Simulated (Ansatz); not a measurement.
**Convergence of a linear-scaling basis for graphene/h-BP/graphene sandwich (62 atoms)**

Wanted: errors and times of a linear-scaling basis for graphene/h-BP/graphene sandwich (62 atoms). A setting counts as converged where the r.m.s. difference of forces stays under 1 % of the r.m.s. force.

Method: Kohn-Sham DFT, PBE+D4, PAW (set soft_2), plane waves, in Ansatz 0.2.0.

## 1. Starting point

The cell holds 62 atoms: 48 C, 7 B and 7 P. Its edges and angles: a = 8.507 Å, b = 8.507 Å, c = 20.910 Å, α = 90.0°, β = 90.0°, γ = 120.0°. It derives from C and BP. 12 cells of graphene (a = 2.46 Å, strained -0.17 %) and 7 cells of h-BP (a = 3.21 Å, +0.17 %) on one hexagonal cell, twist 10.89 deg; facing planes 3.49, 3.42 Å apart; 14 Å of vacuum; displaced by a Gaussian of 0.01 Å. Regions: layer 1, 24 atoms (24 C); layer 2, 14 atoms (7 B and 7 P); layer 3, 24 atoms (24 C). Vacuum lies along c.

Limits known from the start: Beside vacuum, support functions can miss their usual error bounds without a warning.

## 2. Plane-wave single point

The first run fixes the reference, at a cutoff of 420 eV.

The input, input.yaml:

```yaml
crystal:
  lattice:
    - [8.5073, 0.0, 0.0]
    - [-4.25365, 7.36754, 0.0]
    - [0.0, 0.0, 20.91]
  atoms:
    - { symbol: C, position: [0.16529, 0.66862, 0.33506] }
    - { symbol: C, position: [0.16595, 0.49992, 0.33434] }
    - { symbol: C, position: [0.33278, 0.99874, 0.33467] }
    - { symbol: C, position: [0.33128, 0.83293, 0.33507] }
    - { symbol: C, position: [0.16841, 0.16815, 0.3343] }
    - { symbol: C, position: [0.16574, 0.99907, 0.33378] }
    - { symbol: C, position: [0.33428, 0.49922, 0.33451] }
    - { symbol: C, position: [0.33495, 0.33267, 0.33481] }
    - { symbol: C, position: [0.49978, 0.83453, 0.33437] }
    - { symbol: C, position: [0.49805, 0.66661, 0.33495] }
    - { symbol: C, position: [0.50116, 0.33242, 0.33422] }
    - { symbol: C, position: [0.50029, 0.16587, 0.33479] }
    - { symbol: C, position: [0.66747, 0.66762, 0.33513] }
    - { symbol: C, position: [0.66784, 0.49831, 0.33523] }
    - { symbol: C, position: [0.83384, 0.9996, 0.33513] }
    - { symbol: C, position: [0.83243, 0.83406, 0.33476] }
    - { symbol: C, position: [0.66647, 0.16573, 0.33484] }
    - { symbol: C, position: [0.66726, 0.00061, 0.33437] }
    - { symbol: C, position: [0.83245, 0.50152, 0.33493] }
    - { symbol: C, position: [0.8335, 0.33434, 0.33497] }
    - { symbol: C, position: [0.99936, 0.83333, 0.33452] }
    - { symbol: C, position: [0.00161, 0.66645, 0.33436] }
    - { symbol: C, position: [0.99885, 0.33277, 0.33462] }
    - { symbol: C, position: [0.99871, 0.16644, 0.33471] }
    - { symbol: B, position: [0.77684, 0.59836, 0.50102] }
    - { symbol: P, position: [0.82856, 0.41225, 0.50141] }
    - { symbol: B, position: [0.92157, 0.02993, 0.50149] }
    - { symbol: P, position: [0.96611, 0.83493, 0.50173] }
    - { symbol: B, position: [0.0651, 0.45769, 0.50138] }
    - { symbol: P, position: [0.1096, 0.26622, 0.50161] }
    - { symbol: B, position: [0.2039, 0.88458, 0.50192] }
    - { symbol: P, position: [0.25352, 0.6971, 0.50239] }
    - { symbol: B, position: [0.34784, 0.31346, 0.50236] }
    - { symbol: P, position: [0.39647, 0.12377, 0.50054] }
    - { symbol: B, position: [0.49183, 0.74251, 0.50211] }
    - { symbol: P, position: [0.54021, 0.55396, 0.50184] }
    - { symbol: B, position: [0.63642, 0.17339, 0.50117] }
    - { symbol: P, position: [0.68323, 0.98316, 0.50202] }
    - { symbol: C, position: [0.70095, 0.60838, 0.66582] }
    - { symbol: C, position: [0.70068, 0.4406, 0.66471] }
    - { symbol: C, position: [0.86605, 0.94183, 0.66464] }
    - { symbol: C, position: [0.86329, 0.774, 0.66533] }
    - { symbol: C, position: [0.701, 0.1084, 0.66456] }
    - { symbol: C, position: [0.69794, 0.94148, 0.66648] }
    - { symbol: C, position: [0.86709, 0.44182, 0.66508] }
    - { symbol: C, position: [0.86451, 0.27347, 0.6651] }
    - { symbol: C, position: [0.03011, 0.77248, 0.66572] }
    - { symbol: C, position: [0.03307, 0.60899, 0.66544] }
    - { symbol: C, position: [0.03188, 0.27347, 0.66481] }
    - { symbol: C, position: [0.03227, 0.10963, 0.66481] }
    - { symbol: C, position: [0.20172, 0.61136, 0.66621] }
    - { symbol: C, position: [0.19937, 0.44082, 0.6655] }
    - { symbol: C, position: [0.36733, 0.94327, 0.66515] }
    - { symbol: C, position: [0.36653, 0.77746, 0.66519] }
    - { symbol: C, position: [0.20031, 0.10835, 0.66499] }
    - { symbol: C, position: [0.1992, 0.94265, 0.66467] }
    - { symbol: C, position: [0.36614, 0.44233, 0.66502] }
    - { symbol: C, position: [0.3679, 0.27452, 0.66571] }
    - { symbol: C, position: [0.53081, 0.77395, 0.66485] }
    - { symbol: C, position: [0.534, 0.611, 0.66487] }
    - { symbol: C, position: [0.53181, 0.2746, 0.66569] }
    - { symbol: C, position: [0.53572, 0.10935, 0.66552] }
kpoints:
  mp_grid: { grid: [2, 2, 1] }
hamiltonian:
  xc: pbe
  dispersion: d4
scf:
  occupations: { method: fermi_dirac, width: 0.025 }
output:
  forces: true
  populations: true
  dos:
    method: { smearing: { sigma: 0.15 } }
    de: 0.1
    projected:
      site_lists:
        B: [B]
        C: [C]
        P: [P]
        layer_1: [0, 1, 2, 3, 4, 5, 6, 7, 8, 9, 10, 11, 12, 13, 14, 15, 16, 17, 18, 19, 20, 21, 22, 23]
        layer_2: [24, 25, 26, 27, 28, 29, 30, 31, 32, 33, 34, 35, 36, 37]
        layer_3: [38, 39, 40, 41, 42, 43, 44, 45, 46, 47, 48, 49, 50, 51, 52, 53, 54, 55, 56, 57, 58, 59, 60, 61]
  eigenvalues: true
  write_density: true
  write_potential: true
  volumetric_format: npy
```

Launch:

```
> ansatz run input.yaml --threads 4 --pin off --max-ram 8192MiB --backend cpu --events-out ev --progress --plain --runs-dir out
```

Numbers of over 12 decimals in the logs are rounded to 6 here.

The log of the run:

```text
Engine: ansatz 0.2.0, aarch64-unknown-linux-gnu
Pseudopotentials: kind: paw
Pseudopotential: C, paw, valence charge 4, recommended cutoff 420 eV (normal), C.paw.azcp
Pseudopotential: B, paw, valence charge 3, recommended cutoff 420 eV (normal), B.paw.azcp
Pseudopotential: P, paw, valence charge 5, recommended cutoff 420 eV (normal), P.paw.azcp
Functional definition: PBE
  parameter kappa = 0.804
  parameter beta = 0.066725
  exchange = pbe_x(kappa = kappa, mu = beta*pi^2/3)
  correlation = pbe_c(beta = beta)
Crystal: 62 atoms, lattice volume = 1310.594 Å³
Basis set: ecut = 420 eV, 25707 PW (Γ), exchange–correlation on 120×120×288 points (8 copies of the dense FFT grid, shifted against one another)
Bands: 186, of which v1, the nominal top of the filled ones, is band 124 counted from 1 (123 counted from 0)
Symmetry: 1 space group operations
Space group: P1 (ITA 1), of the structure as read, at distance tolerance 1.1e-4 Å
k-points: 4
Non-local potential: C, projectors of the file, l = 0: 2, l = 1: 2, l = 2: 1
Non-local potential: B, projectors of the file, l = 0: 2, l = 1: 2, l = 2: 1
Non-local potential: P, projectors of the file, l = 0: 2, l = 1: 2, l = 2: 2
PAW form: soft (Blöchl's): semilocal exchange-correlation on the pseudo side does not see the compensation charge
PAW one-centre angular grid: C, 110 points (default); XC on 64 Gauss nodes
PAW one-centre angular grid: B, 110 points (default); XC on 64 Gauss nodes
PAW one-centre angular grid: P, 110 points (default); XC on 64 Gauss nodes
Initial density: superposition of atomic densities (neutral atoms: chi_scale 0, normalization atom), corrected by the library's trained network
Initial wavefunctions: pseudopotential atomic-orbital guess
Functional: x = pbe(κ = 0.804, μ = 0.219515), c = pbe(β = 0.066725)
SCF iter   1: F=—  HF=-18435.054646 eV  |F-HF|=—  |Δ(HF+E_count)|=         —  Δρ=2.92e-3  dr2=2.87e-1  ethr=1.77e-3  ⟨swp⟩=9.5  Hψ=4648  notcnv=0  defer=165
preconditioner: auto → LDOS  [metal: Δε(μ)=0.033 eV  Ē_g=13.647 eV  σ=0.025 eV  W_gap=0.29  n_scr=186 (ndim 8)  ℏωp=16.2 eV  f_vac=0.499  D(μ)=22.20/eV (n_scr^D=136)  β→1.0]
SCF iter   2: F=—  HF=-18435.020127 eV  |F-HF|=—  |Δ(HF+E_count)|=   3.45e-2  Δρ=1.63e-3  dr2=5.69e-2  ethr=1.16e-4  ⟨swp⟩=3.0  Hψ=1222  notcnv=0  defer=217
SCF iter   3: F=—  HF=-18435.016289 eV  |F-HF|=—  |Δ(HF+E_count)|=   3.84e-3  Δρ=8.56e-4  dr2=1.93e-2  ethr=2.30e-5  ⟨swp⟩=2.2  Hψ=963  notcnv=0  defer=217
SCF iter   4: F=—  HF=-18435.012136 eV  |F-HF|=—  |Δ(HF+E_count)|=   4.15e-3  Δρ=2.18e-4  dr2=2.29e-3  ethr=7.77e-6  ⟨swp⟩=2.8  Hψ=947  notcnv=0  defer=217
SCF iter   5: F=—  HF=-18435.012114 eV  |F-HF|=—  |Δ(HF+E_count)|=   2.24e-5  Δρ=1.65e-4  dr2=1.37e-3  ethr=9.23e-7  ⟨swp⟩=3.0  Hψ=909  notcnv=0  defer=217
SCF iter   6: F=—  HF=-18435.011888 eV  |F-HF|=—  |Δ(HF+E_count)|=   2.26e-4  Δρ=6.42e-5  dr2=1.37e-4  ethr=5.53e-7  ⟨swp⟩=2.0  Hψ=828  notcnv=0  defer=217
SCF iter   7: F=—  HF=-18435.011906 eV  |F-HF|=—  |Δ(HF+E_count)|=   1.79e-5  Δρ=3.95e-5  dr2=5.90e-5  ethr=5.50e-8  ⟨swp⟩=2.0  Hψ=783  notcnv=0  defer=217
SCF iter   8: F=—  HF=-18435.011589 eV  |F-HF|=—  |Δ(HF+E_count)|=   3.17e-4  Δρ=2.98e-5  dr2=3.95e-5  ethr=2.38e-8  ⟨swp⟩=2.0  Hψ=838  notcnv=0  defer=217
SCF iter   9: F=—  HF=-18435.011582 eV  |F-HF|=—  |Δ(HF+E_count)|=   7.35e-6  Δρ=1.99e-5  dr2=1.48e-5  ethr=1.59e-8  ⟨swp⟩=2.2  Hψ=833  notcnv=0  defer=217
SCF iter  10: F=—  HF=-18435.011587 eV  |F-HF|=—  |Δ(HF+E_count)|=   5.13e-6  Δρ=1.18e-5  dr2=4.52e-6  ethr=5.97e-9  ⟨swp⟩=2.0  Hψ=656  notcnv=0  defer=217
SCF iter  11: F=—  HF=-18435.011592 eV  |F-HF|=—  |Δ(HF+E_count)|=   5.41e-6  Δρ=6.85e-6  dr2=1.53e-6  ethr=1.82e-9  ⟨swp⟩=2.2  Hψ=908  notcnv=0  defer=217
SCF iter  12: F=—  HF=-18435.011593 eV  |F-HF|=—  |Δ(HF+E_count)|=   6.30e-7  Δρ=4.26e-6  dr2=5.05e-7  ethr=6.18e-10  ⟨swp⟩=2.5  Hψ=894  notcnv=0  defer=217
SCF iter  13: F=—  HF=-18435.011593 eV  |F-HF|=—  |Δ(HF+E_count)|=   3.84e-7  Δρ=2.91e-6  dr2=2.48e-7  ethr=2.03e-10  ⟨swp⟩=2.5  Hψ=813  notcnv=0  defer=217
SCF iter  14: F=—  HF=-18435.011593 eV  |F-HF|=—  |Δ(HF+E_count)|=   3.18e-7  Δρ=1.93e-6  dr2=1.21e-7  ethr=9.98e-11  ⟨swp⟩=2.0  Hψ=816  notcnv=0  defer=217
SCF iter  15: F=-18435.011594 eV  HF=-18435.011594 eV  |F-HF|=1.52e-7  |Δ(HF+E_count)|=   3.54e-7  Δρ=1.06e-6  dr2=3.07e-8  ethr=4.03e-11  ⟨swp⟩=36.2  Hψ=10345  notcnv=0
SCF 1 converged in 15 iterations: F = -18435.011594 eV  dr2 = 3.07e-8
  greatest PAW one-centre occupation: 0.776 electrons in one spin orbital (limit 2), on the P atom at site 29 (counted from 0), in its partial waves of l = 0
WARN: The output density's exchange-correlation potential varies sharply where the density is thin. Do not read a vacuum level from v_tot or v_xc, or from such a field of the output density. On a cell that repeats whose density bears no net charge and no dipole along the vacuum's axis use v_es (v_loc + v_h of the components); [...]
SCF converged after 15 iterations
Free energy (F): -18435.011594 eV
Harris-Foulkes:  -18435.011594 eV  (|F-HF|=1.52e-7)
Internal energy: -18434.966880 eV  (E = F + TS)
E sigma→0 (E₀):  -18434.989237 eV
Entropy (-TS):   -0.044714 eV (-0.721 meV/atom)
Fermi energy:    1.073937 eV
--- Per-component energies (eV) ---
  E_band       = -1856.964108
  E_kinetic    = 5212.530041
  E_local      = -86137.675419  (includes V_loc(G=0)·N_el)
  E_nonlocal   = 1636.644270
  E_hartree    = 40688.930210
  E_xc         = -2960.626564
  E_vxc        = -3545.524829  (∫ρ·V_xc dr)
  E_paw        = -9306.780822  (= ΣΔE_a)
  E_vpaw       = -400.792573  (= ΣTr[D̂ρ^β])
  E_aug_tail   = 0.000372  (compensation charges beyond the density's cutoff)
  E_ewald      = 32442.398865
  E_disp       = -10.387833  (pairwise vdW)
  E_smearing   = -0.044714  (= −TS)
  E_closure    = 0.000000  (closes the sum)
  Σ components = -18435.011594   (vs F -18435.011594, Δ=0.00e0)
--- Forces (eV/Å), atoms counted from 1 ---
  atom   1  C      1.35889171    -0.89010470    -0.14867445
  atom   2  C      0.37841832    -0.21985018     0.11918889
  atom   3  C     -0.42485007     0.45422719    -0.06990433
  atom   4  C      0.55290596     0.24385821    -0.09986107
  atom   5  C     -0.67495813    -0.42642872     0.02891344
  atom   6  C      0.17092265     0.16843548     0.19761855
  atom   7  C     -1.02743672     0.08074067     0.10934862
  atom   8  C     -0.41102986     0.14707175    -0.13567794
  atom   9  C      0.02638394    -0.26584456     0.10670888
  atom  10  C      1.11754069     0.31289198    -0.07868388
  atom  11  C      0.16316774     0.07549652     0.23918173
  atom  12  C     -0.02855170    -0.23020632    -0.11589340
  atom  13  C     -0.61007821    -0.40456661    -0.01496371
  atom  14  C     -1.26951902     0.77739726    -0.13812974
[...]
atom  61  C      1.47160515    -0.31231258    -0.12412288
  atom  62  C     -1.38331050     0.07879113    -0.13508558
  max |Σ_I F_I| component: 9.33e-6 eV/Å
--- Band table (eV) ---
  k-point 0: bands = ["-18.5242", "-18.5199", "-16.6435", "-16.6171", [... 170 levels ...], "7.5913", "7.6123", "7.6224", "7.6427", "8.0868", "8.1070", "8.1081", "8.1164", "8.1421", "8.1476", "8.5189", "8.5251"]
[...]
--- Löwdin populations: 62 sites ---
  site symbol       q [e]
     0      C      3.9588
     1      C      3.9559
     2      C      3.9582
[...]
61      C      3.9556
  spilling = 0.009728 (of n_electrons = 248.000000)
```

It took 56 s on 4 threads of Arm Neoverse V2, shared host; peak memory 4.8 GiB.

The program notes that the exchange-correlation potential is rough where the density is thin.

The run gave:

| Item | Value |
| --- | --- |
| free energy | -18435.0116 eV |
| free energy per atom | -297.3389 eV/atom |
| SCF cycles | 15 |
| r.m.s. force component | 0.4728 eV/Å |
| longest force | 1.835 eV/Å |
| Fermi energy | 1.074 eV |
| levels partly filled by over 2 per cent | 8 |
| potential in mid-vacuum, over the Fermi level | 4.258 eV |
| potential 4.5 Å over the upper face | 4.26 eV |
| potential 4.5 Å under the lower face | 4.255 eV |
| spilling of the projection | 0.009728 |

The r.m.s. force component of 0.47 eV/Å sets the scale for the differences below.

## 3. Support functions low

The cell is solved in localised support functions. The level low gives here a grid of 48×48×96 points and a radius of 3.57 Å.

This step: Kohn-Sham DFT, PBE+D4, PAW (set soft_2), localised support functions (low) (Ansatz 0.2.0).

input.yaml, the sections that differ from step 2:

```yaml
scf:
  occupations: { method: fermi_dirac, width: 0.025 }
  eigensolver: { kind: { support_functions: { accuracy: low } } }
  mixing: { beta: 0.4 }
  max_iter: 150
output:
  forces: true
  eigenvalues: true
# crystal, kpoints, hamiltonian: as in step 2
```

The log of the run:

```text
Warning: scf.eigensolver.kind.support_functions: disabling space-group detection — the functions' gradient is summed over unrotated k-points, so no spatial operation reduces the k-mesh or symmetrises the density; time reversal is kept, so that k and −k are solved as one point where they differ and the mesh holds both, and exact exchange and, on two spinor components, a DFT+U term hold to it where the run has them: [...]
settings of this run that can trade accuracy for cost: scf.eigensolver.kind.support_functions; scf.eigensolver.kind.support_functions.accuracy: low [...]
[...]
Crystal: 62 atoms, lattice volume = 1310.594 Å³
Basis set: ecut = 420 eV, 25707 PW (Γ), exchange–correlation on 120×120×288 points (8 copies of the dense FFT grid, shifted against one another)
Bands: 149, of which v1, the nominal top of the filled ones, is band 124 counted from 1 (123 counted from 0)
Symmetry: 1 space group operations
k-points: 4
[...]
Eigensolver: Support functions (low, 48×48×96 points, laid for a spacing of at most 0.228497 Å, radius 3.566780 Å, 36 sites without an atom, 3 species' potentials softened for the grid, 3 wholly corrected for its errors in the mean over positions, 3 with the egg-box correction, energy correction by stochastic trace)
[...]
SCF iter   1: F=—  HF=-18441.866158 eV  |F-HF|=—  |Δ(HF+E_count)|=         —  Δρ=6.82e-2  dr2=7.12e1  ethr=1.00e-1
[...]
SCF iter  14: F=—  HF=-18435.197767 eV  |F-HF|=—  |Δ(HF+E_count)|=   3.68e-4  Δρ=2.79e-5  dr2=1.92e-5  ethr=2.36e-8  κ⁻¹=2.1e-5(r=7)
SCF iter  15: F=-18435.198078 eV  HF=-18435.198075 eV  |F-HF|=3.58e-6  |Δ(HF+E_count)|=   3.08e-4  Δρ=1.82e-5  dr2=8.30e-6  ethr=7.74e-9
SCF 1 converged in 15 iterations: F = -18435.203589 eV  dr2 = 8.30e-6
[...]
SCF converged after 15 iterations
Stability not checked: this state was not tested for a lower state beside it, because the mixer in use, unlike msr1, does not test its closes by its own steps (another_mixer; see scf.mixing.algorithm and scf.lower_state_search)
Free energy (F): -18435.203589 eV
[...]
Internal energy: -18435.158891 eV  (E = F + TS)
E sigma→0 (E₀):  -18435.181240 eV
Entropy (-TS):   -0.044698 eV (-0.721 meV/atom)
Fermi energy:    1.073511 eV
[...]
Σ components = -18435.203589   (vs F -18435.203589, Δ=0.00e0)
--- Forces (eV/Å), atoms counted from 1 ---
  atom   1  C      1.35704462    -0.88950578    -0.14849814
  atom   2  C      0.37798581    -0.22059895     0.11921821
  atom   3  C     -0.42485672     0.45397546    -0.06995772
  atom   4  C      0.55226123     0.24440095    -0.09986835
[...]
atom  62  C     -1.38380607     0.07826858    -0.13505452
  max |Σ_I F_I| component: 8.00e-4 eV/Å
--- Band table (eV) ---
[...]
```

Run time: 2.3 min. Hardware: 4 threads; peak memory 2.9 GiB; 8.8 min of CPU time.

The program notes that the band table was not solved further than the SCF left it and it switched symmetry off.

Keys that differ from the reference: support_functions.accuracy = "low", scf.max_iter = 150 and scf.mixing.beta = 0.4.

Forces differ from the reference by 0.54 meV/Å r.m.s., 0.11 % of their size, well within a tolerance of 1 %; the energy by -3.1 meV/atom. It took 2.3 min and 15 cycles; the reference's time can't be set against it, since the two runs asked for unlike analyses.

## 4. Support functions medium

The level medium is asked for. Here it resolves to the same grid and radius as in the run with support functions low, so the basis is not new.

This step: Kohn-Sham DFT, PBE+D4, PAW (set soft_2), localised support functions (medium) (Ansatz 0.2.0).

input.yaml, the sections that differ from step 3:

```yaml
scf:
  occupations: { method: fermi_dirac, width: 0.025 }
  eigensolver: { kind: { support_functions: { accuracy: medium } } }
  mixing: { beta: 0.4 }
  max_iter: 150
# crystal, kpoints, hamiltonian, output: as in step 3
```

The log of the run:

```text
[...]
Crystal: 62 atoms, lattice volume = 1310.594 Å³
Basis set: ecut = 420 eV, 25707 PW (Γ), exchange–correlation on 120×120×288 points (8 copies of the dense FFT grid, shifted against one another)
Bands: 149, of which v1, the nominal top of the filled ones, is band 124 counted from 1 (123 counted from 0)
Symmetry: 1 space group operations
k-points: 4
[...]
Eigensolver: Support functions (medium, 48×48×96 points, laid for a spacing of at most 0.228497 Å, radius 3.566780 Å, 36 sites without an atom, 3 species' potentials softened for the grid, 3 wholly corrected for its errors in the mean over positions, 3 with the egg-box correction, energy correction by stochastic trace)
[...]
SCF iter   1: F=—  HF=-18441.865049 eV  |F-HF|=—  |Δ(HF+E_count)|=         —  Δρ=6.82e-2  dr2=7.12e1  ethr=1.00e-1
[...]
SCF iter  16: F=—  HF=-18435.198490 eV  |F-HF|=—  |Δ(HF+E_count)|=   2.59e-4  Δρ=1.22e-5  dr2=3.08e-6  ethr=3.51e-9  κ⁻¹=1.1e-4(r=7)
SCF iter  17: F=-18435.198494 eV  HF=-18435.198492 eV  |F-HF|=2.22e-6  |Δ(HF+E_count)|=   2.52e-6  Δρ=7.05e-6  dr2=1.02e-6  ethr=1.24e-9
SCF 1 converged in 17 iterations: F = -18435.203582 eV  dr2 = 1.02e-6
[...]
SCF converged after 17 iterations
[...]
Free energy (F): -18435.203582 eV
[...]
Internal energy: -18435.158878 eV  (E = F + TS)
E sigma→0 (E₀):  -18435.181230 eV
Entropy (-TS):   -0.044704 eV (-0.721 meV/atom)
Fermi energy:    1.073871 eV
[...]
Σ components = -18435.203582   (vs F -18435.203582, Δ=0.00e0)
--- Forces (eV/Å), atoms counted from 1 ---
  atom   1  C      1.35748852    -0.88939413    -0.14851776
  atom   2  C      0.37835480    -0.22058212     0.11915906
  atom   3  C     -0.42485167     0.45404318    -0.06996105
  atom   4  C      0.55218061     0.24396173    -0.09986264
[...]
atom  62  C     -1.38353878     0.07853323    -0.13508670
  max |Σ_I F_I| component: 5.80e-4 eV/Å
--- Band table (eV) ---
[...]
```

Elapsed: 2.3 min, on 4 threads; peak memory 3 GiB; 8.8 min of CPU time.

Keys that differ from the reference: support_functions.accuracy = "medium", scf.max_iter = 150 and scf.mixing.beta = 0.4.

Forces differ from the reference by 0.41 meV/Å r.m.s., 0.086 % of their size, well within a tolerance of 1 %; the energy by -3.1 meV/atom. It took 2.3 min and 17 cycles; the reference's time can't be set against it, since the two runs asked for unlike analyses.

[end of part 1 of 3]

[Logs are printed without paths, hosts, clocks, repeated set-up lines and the standing remarks that a program may print on its own settings, such as how far it seeks lower states.]

[Hosts, paths, dates, database ids (printed as entryN), source tags and the programs' standing remarks are cut or masked in the printed files.]
